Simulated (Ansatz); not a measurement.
# The perfect Ir wire along [100], 9 atoms a period

Wanted: the relaxed geometry and the bands of the Ir wire along [100], 9 atoms a period.

Method: DFT PBE, plane waves, PAW; relaxation of a wire's period; PAW set soft_1, in the first sound run; inputs show where later runs differ, in Ansatz 0.2.0.

### Step 1. The structure

The cell holds 9 atoms: 9 Ir. Its edges and angles: a = 10.670 Å, b = 10.670 Å, c = 3.870 Å, α = 90.0°, β = 90.0°, γ = 90.0°. Vacuum lies along a and b. The structure's axis is c.

### Step 2. The relaxed wire

Band widths follow the bond lengths, so the wire is relaxed first. The atoms and the third cell vector are free; the box across stays fixed as vacuum. A Fermi-Dirac smearing is set since the result may be a metal. The pressure printed is a third of the stress's trace over the whole box, vacuum included; only the stress along the axis is relaxed.

input.yaml

```yaml
crystal:
  lattice:
    - [10.67, 0.0, 0.0]
    - [0.0, 10.67, 0.0]
    - [0.0, 0.0, 3.87]
  atoms:
    - { symbol: Ir, position: [0.318650422, 0.318650422, 0.0] }
    - { symbol: Ir, position: [0.318650422, 0.681349578, 0.0] }
    - { symbol: Ir, position: [0.5, 0.5, 0.0] }
    - { symbol: Ir, position: [0.681349578, 0.318650422, 0.0] }
    - { symbol: Ir, position: [0.681349578, 0.681349578, 0.0] }
    - { symbol: Ir, position: [0.318650422, 0.5, 0.5] }
    - { symbol: Ir, position: [0.5, 0.318650422, 0.5] }
    - { symbol: Ir, position: [0.5, 0.681349578, 0.5] }
    - { symbol: Ir, position: [0.681349578, 0.5, 0.5] }
kpoints:
  mp_grid: { grid: [1, 1, 21] }
scf:
  occupations: { method: fermi_dirac, width: 0.05 }
hamiltonian:
  xc: pbe
  pseudopotentials: { kind: paw, azcp: { folder: soft_1 } }
relax:
  cell: { fix: [a, b, alpha, beta, gamma] }
  max_steps: 45
  f_tol: 0.03
```

Launch:

```sh
$ ansatz run input.yaml --threads 4 --pin off --max-ram 16384MiB --backend cpu --events-out ev --progress --plain --runs-dir out
```

Numbers of over 12 decimals in the logs are rounded to 6 here.

The program printed:

```text
Engine: ansatz 0.2.0, aarch64-unknown-linux-gnu
Pseudopotentials: kind: paw
Pseudopotential: Ir, paw, valence charge 17, recommended cutoff 420 eV (normal), soft_1/Ir.paw.azcp
Functional definition: PBE
  parameter kappa = 0.804
  parameter beta = 0.066725
  exchange = pbe_x(kappa = kappa, mu = beta*pi^2/3)
  correlation = pbe_c(beta = beta)
Crystal: 9 atoms, lattice volume = 440.595 Å³
Basis set: ecut = 420 eV, 8569 PW (Γ), exchange–correlation on 144×144×54 points (8 copies of the dense FFT grid, shifted against one another)
Bands: 92, of which v1, the nominal top of the filled ones, is band 77 counted from 1 (76 counted from 0)
Symmetry: 16 space group operations
Space group: P4/mmm (ITA 123), of the structure as read, at distance tolerance 7.6e-5 Å
k-points: 11 of 21
Non-local potential: Ir, projectors of the file, l = 0: 3, l = 1: 2, l = 2: 2, l = 3: 1
PAW form: soft (Blöchl's): semilocal exchange-correlation on the pseudo side does not see the compensation charge
PAW one-centre angular grid: Ir, 590 points (default); XC on 64 Gauss nodes
Initial density: superposition of atomic densities (neutral atoms: chi_scale 0, normalization atom)
Initial wavefunctions: pseudopotential atomic-orbital guess
Functional: x = pbe(κ = 0.804, μ = 0.219515), c = pbe(β = 0.066725)
SCF iter   1: F=—  HF=-107417.126682 eV  |F-HF|=—  |Δ(HF+E_count)|=         —  Δρ=3.55e-2  dr2=1.34e1  ethr=3.10e-3  ⟨swp⟩=7.9  Hψ=4061  notcnv=0  defer=3
preconditioner: auto → LDOS  [metal: Δε(μ)=0.081 eV  Ē_g=4.649 eV  σ=0.050 eV  W_gap=0.35  n_scr=86 (ndim 8)  ℏωp=15.9 eV  f_vac=0.519  D(μ)=15.88/eV (n_scr^D=134)  β→1.0]
SCF iter   2: F=—  HF=-107417.224539 eV  |F-HF|=—  |Δ(HF+E_count)|=   9.79e-2  Δρ=4.17e-2  dr2=1.58e1  ethr=3.10e-3  ⟨swp⟩=3.5  Hψ=2758  notcnv=0  defer=18
SCF iter   3: F=—  HF=-107414.126990 eV  |F-HF|=—  |Δ(HF+E_count)|=    3.10e0  Δρ=7.80e-3  dr2=3.74e-1  ethr=3.10e-3  ⟨swp⟩=3.6  Hψ=2527  notcnv=0  defer=18
SCF iter   4: F=—  HF=-107414.109599 eV  |F-HF|=—  |Δ(HF+E_count)|=   1.74e-2  Δρ=4.05e-3  dr2=2.10e-1  ethr=2.44e-4  ⟨swp⟩=2.6  Hψ=2060  notcnv=0  defer=18
SCF iter   5: F=—  HF=-107414.079862 eV  |F-HF|=—  |Δ(HF+E_count)|=   2.97e-2  Δρ=2.29e-3  dr2=3.28e-2  ethr=1.38e-4  ⟨swp⟩=2.0  Hψ=1622  notcnv=0  defer=18
SCF iter   6: F=—  HF=-107414.075578 eV  |F-HF|=—  |Δ(HF+E_count)|=   4.28e-3  Δρ=6.59e-4  dr2=3.77e-3  ethr=2.14e-5  ⟨swp⟩=2.0  Hψ=1577  notcnv=0  defer=18
SCF iter   7: F=—  HF=-107414.075626 eV  |F-HF|=—  |Δ(HF+E_count)|=   4.84e-5  Δρ=2.88e-4  dr2=8.64e-4  ethr=2.46e-6  ⟨swp⟩=2.0  Hψ=1445  notcnv=0  defer=18
SCF iter   8: F=—  HF=-107414.075532 eV  |F-HF|=—  |Δ(HF+E_count)|=   9.48e-5  Δρ=1.23e-4  dr2=2.31e-4  ethr=5.65e-7  ⟨swp⟩=2.0  Hψ=1426  notcnv=0  defer=18
SCF iter   9: F=—  HF=-107414.075551 eV  |F-HF|=—  |Δ(HF+E_count)|=   1.90e-5  Δρ=4.48e-5  dr2=1.46e-5  ethr=1.51e-7  ⟨swp⟩=2.0  Hψ=1221  notcnv=0  defer=18
SCF iter  10: F=—  HF=-107414.075373 eV  |F-HF|=—  |Δ(HF+E_count)|=   1.78e-4  Δρ=2.17e-5  dr2=2.65e-6  ethr=9.53e-9  ⟨swp⟩=3.0  Hψ=1546  notcnv=0  defer=18
SCF iter  11: F=—  HF=-107414.075373 eV  |F-HF|=—  |Δ(HF+E_count)|=   4.01e-7  Δρ=8.63e-6  dr2=6.07e-7  ethr=1.73e-9  ⟨swp⟩=2.0  Hψ=1222  notcnv=0  defer=18
SCF iter  12: F=-107414.075373 eV  HF=-107414.075373 eV  |F-HF|=5.54e-8  |Δ(HF+E_count)|=   4.69e-8  Δρ=3.64e-6  dr2=7.50e-8  ethr=6.54e-11  ⟨swp⟩=3.8  Hψ=4019  notcnv=0
SCF 1 converged in 12 iterations: F = -107414.075373 eV  dr2 = 7.50e-8
  greatest PAW one-centre occupation: 1.000 electrons in one spin orbital (limit 2), on the Ir atom at site 2 (counted from 0), in its partial waves of l = 0
relax step   1: F+E_penalty+E_count = -107414.07537329 eV  Δ(F+E_penalty+E_count) = +0.000e0 eV  max|allowed force component| = 1.967e0 eV/Å  Δτ_max = 0.0000 Å  P = -7.977 GPa  Ω = 440.595 Å³  fix = [a, b, alpha, beta, gamma]  reactions: a -6.402, b -6.402 GPa  (12 SCF iters, dr2 threshold 1.00e-7 eV, accepted)
Crystal: 9 atoms, lattice volume = 423.666 Å³
Basis set: ecut = 420 eV, 8257 PW (Γ), exchange–correlation on 144×144×54 points (8 copies of the dense FFT grid, shifted against one another)
Initial density: handed on by an earlier stage of this run
Initial wavefunctions: those handed on with the density
iter 1 solved again at ethr=1.43e-3 eV; its pass at ethr=3.10e-3 eV (dr2=2.18e0 eV) is discarded
SCF iter   1: F=—  HF=-107415.932429 eV  |F-HF|=—  |Δ(HF+E_count)|=         —  Δρ=1.46e-2  dr2=2.20e0  ethr=1.43e-3  ⟨swp⟩=1.5  Hψ=4850  notcnv=0
preconditioner: auto → LDOS  [metal: Δε(μ)=0.018 eV  Ē_g=5.021 eV  σ=0.050 eV  W_gap=0.09  n_scr=86 (ndim 8)  ℏωp=16.2 eV  f_vac=0.556  D(μ)=10.64/eV (n_scr^D=70)  β→1.0]
SCF iter   2: F=—  HF=-107415.856591 eV  |F-HF|=—  |Δ(HF+E_count)|=   7.58e-2  Δρ=8.27e-3  dr2=6.93e-1  ethr=1.43e-3  ⟨swp⟩=3.0  Hψ=1668  notcnv=0
SCF iter   3: F=—  HF=-107415.720288 eV  |F-HF|=—  |Δ(HF+E_count)|=   1.36e-1  Δρ=3.15e-3  dr2=1.06e-1  ethr=4.53e-4  ⟨swp⟩=3.3  Hψ=2030  notcnv=0  defer=17
SCF iter   4: F=—  HF=-107415.705505 eV  |F-HF|=—  |Δ(HF+E_count)|=   1.48e-2  Δρ=1.08e-3  dr2=6.81e-3  ethr=6.91e-5  ⟨swp⟩=2.6  Hψ=1725  notcnv=0  defer=17
SCF iter   5: F=—  HF=-107415.705530 eV  |F-HF|=—  |Δ(HF+E_count)|=   2.44e-5  Δρ=3.73e-4  dr2=9.97e-4  ethr=4.45e-6  ⟨swp⟩=2.1  Hψ=1571  notcnv=0  defer=17
SCF iter   6: F=—  HF=-107415.705398 eV  |F-HF|=—  |Δ(HF+E_count)|=   1.32e-4  Δρ=8.96e-5  dr2=2.27e-5  ethr=6.52e-7  ⟨swp⟩=2.0  Hψ=1512  notcnv=0  defer=17
SCF iter   7: F=—  HF=-107415.705263 eV  |F-HF|=—  |Δ(HF+E_count)|=   1.35e-4  Δρ=2.68e-5  dr2=3.19e-6  ethr=1.49e-8  ⟨swp⟩=2.5  Hψ=1514  notcnv=0  defer=17
SCF iter   8: F=-107415.705264 eV  HF=-107415.705264 eV  |F-HF|=1.62e-7  |Δ(HF+E_count)|=   1.36e-6  Δρ=7.33e-6  dr2=4.59e-7  ethr=5.88e-10  ⟨swp⟩=5.0  Hψ=3818  notcnv=0
SCF 2 converged in 8 iterations: F = -107415.705264 eV  dr2 = 4.59e-7
relax step   2: F+E_penalty+E_count = -107415.70526395 eV  Δ(F+E_penalty+E_count) = -1.630e0 eV  max|allowed force component| = 7.147e-1 eV/Å  Δτ_max = 0.1918 Å  P = +1.031 GPa  Ω = 423.666 Å³  energy of the carried Pulay correction = +2.328e-3 eV  fix = [a, b, alpha, beta, gamma]  reactions: a +2.346, b +2.346 GPa  (8 SCF iters, dr2 threshold 9.00e-7 eV, accepted)
Crystal: 9 atoms, lattice volume = 407.758 Å³
Basis set: ecut = 420 eV, 7903 PW (Γ), exchange–correlation on 144×144×54 points (8 copies of the dense FFT grid, shifted against one another)
iter 1 solved again at ethr=3.15e-4 eV; its pass at ethr=3.10e-3 eV (dr2=4.83e-1 eV) is discarded
SCF iter   1: F=—  HF=-107416.031766 eV  |F-HF|=—  |Δ(HF+E_count)|=         —  Δρ=8.82e-3  dr2=4.88e-1  ethr=3.15e-4  ⟨swp⟩=2.2  Hψ=5239  notcnv=0
preconditioner: auto → LDOS  [metal: Δε(μ)=0.041 eV  Ē_g=4.891 eV  σ=0.050 eV  W_gap=0.20  n_scr=86 (ndim 8)  ℏωp=16.6 eV  f_vac=0.535  D(μ)=14.82/eV (n_scr^D=134)  β→1.0]
SCF iter   2: F=—  HF=-107416.000637 eV  |F-HF|=—  |Δ(HF+E_count)|=   3.11e-2  Δρ=4.18e-3  dr2=7.08e-2  ethr=3.15e-4  ⟨swp⟩=2.5  Hψ=1614  notcnv=0
SCF iter   3: F=—  HF=-107415.990665 eV  |F-HF|=—  |Δ(HF+E_count)|=   9.97e-3  Δρ=1.48e-3  dr2=2.67e-2  ethr=4.63e-5  ⟨swp⟩=2.2  Hψ=2025  notcnv=0  defer=19
SCF iter   4: F=—  HF=-107415.988238 eV  |F-HF|=—  |Δ(HF+E_count)|=   2.43e-3  Δρ=8.44e-4  dr2=4.93e-3  ethr=1.75e-5  ⟨swp⟩=2.0  Hψ=1536  notcnv=0  defer=19
SCF iter   5: F=—  HF=-107415.987839 eV  |F-HF|=—  |Δ(HF+E_count)|=   3.99e-4  Δρ=3.02e-4  dr2=9.75e-4  ethr=3.22e-6  ⟨swp⟩=2.0  Hψ=1359  notcnv=0  defer=19
SCF iter   6: F=—  HF=-107415.987850 eV  |F-HF|=—  |Δ(HF+E_count)|=   1.05e-5  Δρ=9.10e-5  dr2=5.46e-5  ethr=6.37e-7  ⟨swp⟩=2.0  Hψ=1393  notcnv=0  defer=19
SCF iter   7: F=—  HF=-107415.987769 eV  |F-HF|=—  |Δ(HF+E_count)|=   8.11e-5  Δρ=2.86e-5  dr2=4.97e-6  ethr=3.57e-8  ⟨swp⟩=2.3  Hψ=1447  notcnv=0  defer=19
SCF iter   8: F=-107415.987770 eV  HF=-107415.987770 eV  |F-HF|=2.31e-7  |Δ(HF+E_count)|=   1.28e-6  Δρ=1.09e-5  dr2=6.31e-7  ethr=5.88e-10  ⟨swp⟩=5.2  Hψ=3752  notcnv=0
SCF 3 converged in 8 iterations: F = -107415.987770 eV  dr2 = 6.31e-7
relax step   3: F+E_penalty+E_count = -107415.98776973 eV  Δ(F+E_penalty+E_count) = -2.825e-1 eV  max|allowed force component| = 1.558e-1 eV/Å  Δτ_max = 0.0945 Å  P = -0.080 GPa  Ω = 407.758 Å³  energy of the carried Pulay correction = +4.661e-3 eV  fix = [a, b, alpha, beta, gamma]  reactions: a -0.001, b -0.001 GPa  (8 SCF iters, dr2 threshold 9.00e-7 eV, accepted)
Crystal: 9 atoms, lattice volume = 406.089 Å³
iter 1 solved again at ethr=2.18e-6 eV; its pass at ethr=3.10e-3 eV (dr2=3.33e-3 eV) is discarded
SCF iter   1: F=—  HF=-107415.992626 eV  |F-HF|=—  |Δ(HF+E_count)|=         —  Δρ=9.81e-4  dr2=3.21e-3  ethr=2.18e-6  ⟨swp⟩=3.0  Hψ=4539  notcnv=0
preconditioner: auto → LDOS  [metal: Δε(μ)=0.019 eV  Ē_g=4.904 eV  σ=0.050 eV  W_gap=0.09  n_scr=86 (ndim 8)  ℏωp=16.6 eV  f_vac=0.536  D(μ)=13.80/eV (n_scr^D=106)  β→1.0]
SCF iter   2: F=—  HF=-107415.992252 eV  |F-HF|=—  |Δ(HF+E_count)|=   3.75e-4  Δρ=3.44e-4  dr2=7.56e-4  ethr=2.09e-6  ⟨swp⟩=2.0  Hψ=1520  notcnv=0
SCF iter   3: F=—  HF=-107415.992134 eV  |F-HF|=—  |Δ(HF+E_count)|=   1.17e-4  Δρ=1.83e-4  dr2=2.16e-4  ethr=4.94e-7  ⟨swp⟩=2.0  Hψ=1743  notcnv=0
SCF iter   4: F=—  HF=-107415.992098 eV  |F-HF|=—  |Δ(HF+E_count)|=   3.65e-5  Δρ=8.49e-5  dr2=3.37e-5  ethr=1.41e-7  ⟨swp⟩=3.3  Hψ=1782  notcnv=0
SCF iter   5: F=—  HF=-107415.992094 eV  |F-HF|=—  |Δ(HF+E_count)|=   3.46e-6  Δρ=3.30e-5  dr2=6.42e-6  ethr=2.20e-8  ⟨swp⟩=2.1  Hψ=1391  notcnv=0
SCF iter   6: F=-107415.992094 eV  HF=-107415.992094 eV  |F-HF|=2.52e-7  |Δ(HF+E_count)|=   1.67e-7  Δρ=8.13e-6  dr2=3.74e-7  ethr=5.88e-10  ⟨swp⟩=3.6  Hψ=4083  notcnv=0
SCF 4 converged in 6 iterations: F = -107415.992094 eV  dr2 = 3.74e-7
relax step   4: F+E_penalty+E_count = -107415.99209370 eV  Δ(F+E_penalty+E_count) = -4.324e-3 eV  max|allowed force component| = 3.429e-2 eV/Å  Δτ_max = 0.0113 Å  P = +0.030 GPa  Ω = 406.089 Å³  energy of the carried Pulay correction = +4.914e-3 eV  fix = [a, b, alpha, beta, gamma]  reactions: a +0.011, b +0.011 GPa  (6 SCF iters, dr2 threshold 9.00e-7 eV, accepted)
Crystal: 9 atoms, lattice volume = 406.125 Å³
iter 1 solved again at ethr=2.66e-7 eV; its pass at ethr=3.10e-3 eV (dr2=4.07e-4 eV) is discarded
SCF iter   1: F=—  HF=-107415.992455 eV  |F-HF|=—  |Δ(HF+E_count)|=         —  Δρ=2.12e-4  dr2=4.00e-4  ethr=2.66e-7  ⟨swp⟩=2.1  Hψ=3578  notcnv=0
preconditioner: auto → LDOS  [metal: Δε(μ)=0.013 eV  Ē_g=4.898 eV  σ=0.050 eV  W_gap=0.06  n_scr=86 (ndim 8)  ℏωp=16.6 eV  f_vac=0.536  D(μ)=14.07/eV (n_scr^D=118)  β→1.0]
SCF iter   2: F=—  HF=-107415.992416 eV  |F-HF|=—  |Δ(HF+E_count)|=   3.95e-5  Δρ=1.01e-4  dr2=3.68e-5  ethr=2.61e-7  ⟨swp⟩=2.0  Hψ=1313  notcnv=0
SCF iter   3: F=—  HF=-107415.992330 eV  |F-HF|=—  |Δ(HF+E_count)|=   8.55e-5  Δρ=4.01e-5  dr2=1.76e-5  ethr=2.41e-8  ⟨swp⟩=2.1  Hψ=1463  notcnv=0
SCF iter   4: F=—  HF=-107415.992330 eV  |F-HF|=—  |Δ(HF+E_count)|=   6.88e-7  Δρ=2.60e-5  dr2=5.05e-6  ethr=1.15e-8  ⟨swp⟩=2.0  Hψ=1426  notcnv=0
SCF iter   5: F=—  HF=-107415.992329 eV  |F-HF|=—  |Δ(HF+E_count)|=   4.46e-7  Δρ=6.16e-6  dr2=4.61e-7  ethr=3.30e-9  ⟨swp⟩=2.0  Hψ=1228  notcnv=0
SCF iter   6: F=-107415.992329 eV  HF=-107415.992329 eV  |F-HF|=1.16e-10  |Δ(HF+E_count)|=   6.59e-9  Δρ=1.31e-6  dr2=7.82e-9  ethr=4.80e-11  ⟨swp⟩=3.9  Hψ=4339  notcnv=0
SCF 5 converged in 6 iterations: F = -107415.992329 eV  dr2 = 7.82e-9
relax step   5: F+E_penalty+E_count = -107415.99232921 eV  Δ(F+E_penalty+E_count) = -2.355e-4 eV  max|allowed force component| = 4.409e-3 eV/Å  Δτ_max = 0.0021 Å  P = -0.049 GPa  Ω = 406.125 Å³  energy of the carried Pulay correction = +4.909e-3 eV  fix = [a, b, alpha, beta, gamma]  reactions: a -0.064, b -0.064 GPa  (6 SCF iters, dr2 threshold 7.35e-8 eV, accepted)
Basis set: ecut = 420 eV, 7903 PW (Γ), exchange–correlation on 144×144×48 points (8 copies of the dense FFT grid, shifted against one another)
Initial wavefunctions: pseudopotential atomic-orbital guess (no wavefunctions were taken with the density)
iter 1 solved again at ethr=2.59e-7 eV; its pass at ethr=3.10e-3 eV (dr2=3.96e-4 eV) is discarded
SCF iter   1: F=—  HF=-107415.986320 eV  |F-HF|=—  |Δ(HF+E_count)|=         —  Δρ=1.51e-4  dr2=1.49e-5  ethr=2.59e-7  ⟨swp⟩=4.0  Hψ=7594  notcnv=0
preconditioner: auto → LDOS  [metal: Δε(μ)=0.013 eV  Ē_g=4.899 eV  σ=0.050 eV  W_gap=0.06  n_scr=86 (ndim 8)  ℏωp=16.6 eV  f_vac=0.536  D(μ)=14.02/eV (n_scr^D=118)  β→1.0]
SCF iter   2: F=—  HF=-107415.986254 eV  |F-HF|=—  |Δ(HF+E_count)|=   6.60e-5  Δρ=3.95e-5  dr2=3.71e-6  ethr=9.74e-9  ⟨swp⟩=2.2  Hψ=1861  notcnv=0
SCF iter   3: F=—  HF=-107415.986705 eV  |F-HF|=—  |Δ(HF+E_count)|=   4.50e-4  Δρ=1.74e-5  dr2=9.57e-7  ethr=2.42e-9  ⟨swp⟩=3.1  Hψ=2217  notcnv=0
SCF iter   4: F=—  HF=-107415.986704 eV  |F-HF|=—  |Δ(HF+E_count)|=   2.53e-7  Δρ=3.97e-6  dr2=5.52e-8  ethr=6.26e-10  ⟨swp⟩=2.7  Hψ=1709  notcnv=0
SCF iter   5: F=—  HF=-107415.986704 eV  |F-HF|=—  |Δ(HF+E_count)|=   9.01e-9  Δρ=8.42e-7  dr2=3.28e-9  ethr=3.61e-11  ⟨swp⟩=2.0  Hψ=1731  notcnv=0
SCF iter   6: F=—  HF=-107415.986704 eV  |F-HF|=—  |Δ(HF+E_count)|=  4.37e-10  Δρ=3.93e-7  dr2=6.01e-10  ethr=2.14e-12  ⟨swp⟩=2.2  Hψ=1692  notcnv=0
SCF iter   7: F=—  HF=-107415.986704 eV  |F-HF|=—  |Δ(HF+E_count)|=  4.37e-11  Δρ=1.79e-7  dr2=2.70e-10  ethr=1.00e-12  ⟨swp⟩=2.0  Hψ=1418  notcnv=0
SCF iter   8: F=-107415.986704 eV  HF=-107415.986704 eV  |F-HF|=7.28e-11  |Δ(HF+E_count)|=    0.00e0  Δρ=6.71e-8  dr2=2.94e-11  ethr=1.00e-12  ⟨swp⟩=4.0  Hψ=3736  notcnv=0
SCF 6 converged in 8 iterations: F = -107415.986704 eV  dr2 = 2.94e-11
relax step   6: F+E_penalty+E_count = -107415.98670429 eV  Δ(F+E_penalty+E_count) = +5.625e-3 eV  max|allowed force component| = 4.817e-3 eV/Å  Δτ_max = 0.0000 Å  P = -0.045 GPa  Ω = 406.125 Å³  fix = [a, b, alpha, beta, gamma]  reactions: a -0.057, b -0.057 GPa  stress off target by 2.10e-2 GPa on what of the cell is left free  SCF on the basis re-selected at this cell (its energy is not comparable with the rows above)  (8 SCF iters)
basis re-selected at this cell: Δ(F+E_penalty+E_count) = +5.625e-3 eV, ΔP = +0.004 GPa vs the last step (what re-selecting the basis moved, of the pressure what is left beyond the Pulay correction that the steps carried, after the strain that the cell walked since its last selection, with what the two solves' SCF thresholds leave and, on support functions, any second-order correction that the steps lacked; it is no measure of the basis error at this ecutwfc). The dense FFT grid was sized anew with the basis: this SCF ran on 72×72×24 points, the steps before it on 72×72×27, so part of this shift can come from that change (see relax.cell in the input reference). [rest of the remark cut]
SCF converged after 8 iterations
Free energy (F): -107415.986704 eV
Harris-Foulkes:  -107415.986704 eV  (|F-HF|=7.28e-11)
Internal energy: -107415.869111 eV  (E = F + TS)
E sigma→0 (E₀):  -107415.927908 eV
Entropy (-TS):   -0.117593 eV (-13.066 meV/atom)
Fermi energy:    4.873259 eV
--- Per-component energies (eV) ---
  E_band       = -3836.061805
  E_kinetic    = 4858.507083
  E_local      = -64750.817377  (includes V_loc(G=0)·N_el)
  E_nonlocal   = 1721.133854
  E_hartree    = 29578.363767
  E_xc         = -2056.702342
  E_vxc        = -2288.176540  (∫ρ·V_xc dr)
  E_paw        = -83391.626131  (= ΣΔE_a)
  E_vpaw       = -2533.440240  (= ΣTr[D̂ρ^β])
  E_aug_tail   = 0.003223  (compensation charges beyond the density's cutoff)
  E_ewald      = 6625.268811
  E_smearing   = -0.117593  (= −TS)
  E_closure    = -0.000000  (closes the sum)
  Σ components = -107415.986704   (vs F -107415.986704, Δ=0.00e0)
--- Forces (eV/Å), atoms counted from 1 ---
  atom   1  Ir    -0.00481730    -0.00481730     0.00000000
  atom   2  Ir    -0.00481730     0.00481730     0.00000000
  atom   3  Ir     0.00000000     0.00000000     0.00000000
  atom   4  Ir     0.00481730    -0.00481730     0.00000000
  atom   5  Ir     0.00481730     0.00481730     0.00000000
  atom   6  Ir     0.00351596     0.00000000     0.00000000
  atom   7  Ir     0.00000000     0.00351596     0.00000000
  atom   8  Ir     0.00000000    -0.00351596     0.00000000
  atom   9  Ir    -0.00351596     0.00000000     0.00000000
  max |Σ_I F_I| component: 1.73e-18 eV/Å
--- Stress (GPa, compression-positive) ---
       -0.056952       0.000000       0.000000
        0.000000      -0.056952       0.000000
        0.000000       0.000000      -0.020980
  P = ⅓ Tr σ = -0.0450 GPa (-0.450 kbar)
--- Relaxed structure (5 steps of the walk, 5 accepted, 1 SCFs on fresh bases) ---
  F+E_penalty+E_count = -107415.98670429 eV   max|allowed force component| = 4.817e-3 eV/Å   (the final SCF, on the basis selected at the relaxed cell)
  cell:  # Å, volume = 406.1248 Å³
    - [10.67, 0.0, 0.0]
    - [0.0, 10.67, 0.0]
    - [0.0, 0.0, 3.567227]
  atoms:
    - { symbol: Ir, position: [0.324966, 0.324966, 0.0] }
    - { symbol: Ir, position: [0.324966, 0.675034, 0.0] }
    - { symbol: Ir, position: [0.5, 0.5, 0.0] }
    - { symbol: Ir, position: [0.675034, 0.324966, 0.0] }
    - { symbol: Ir, position: [0.675034, 0.675034, 0.0] }
    - { symbol: Ir, position: [0.316947, 0.5, 0.500000] }
    - { symbol: Ir, position: [0.5, 0.316947, 0.500000] }
    - { symbol: Ir, position: [0.5, 0.683053, 0.500000] }
    - { symbol: Ir, position: [0.683053, 0.5, 0.500000] }
```

Run time: 39 s. Hardware: 4 threads of Arm Neoverse V2, shared host; peak memory 1.2 GiB.

[end of part 1 of 2]

[Logs are printed without paths, hosts, clocks, repeated set-up lines and the standing remarks that a program may print on its own settings, such as how far it seeks lower states.]

[Hosts, paths, dates, database ids (printed as entryN), source tags and the programs' standing remarks are cut or masked in the printed files.]
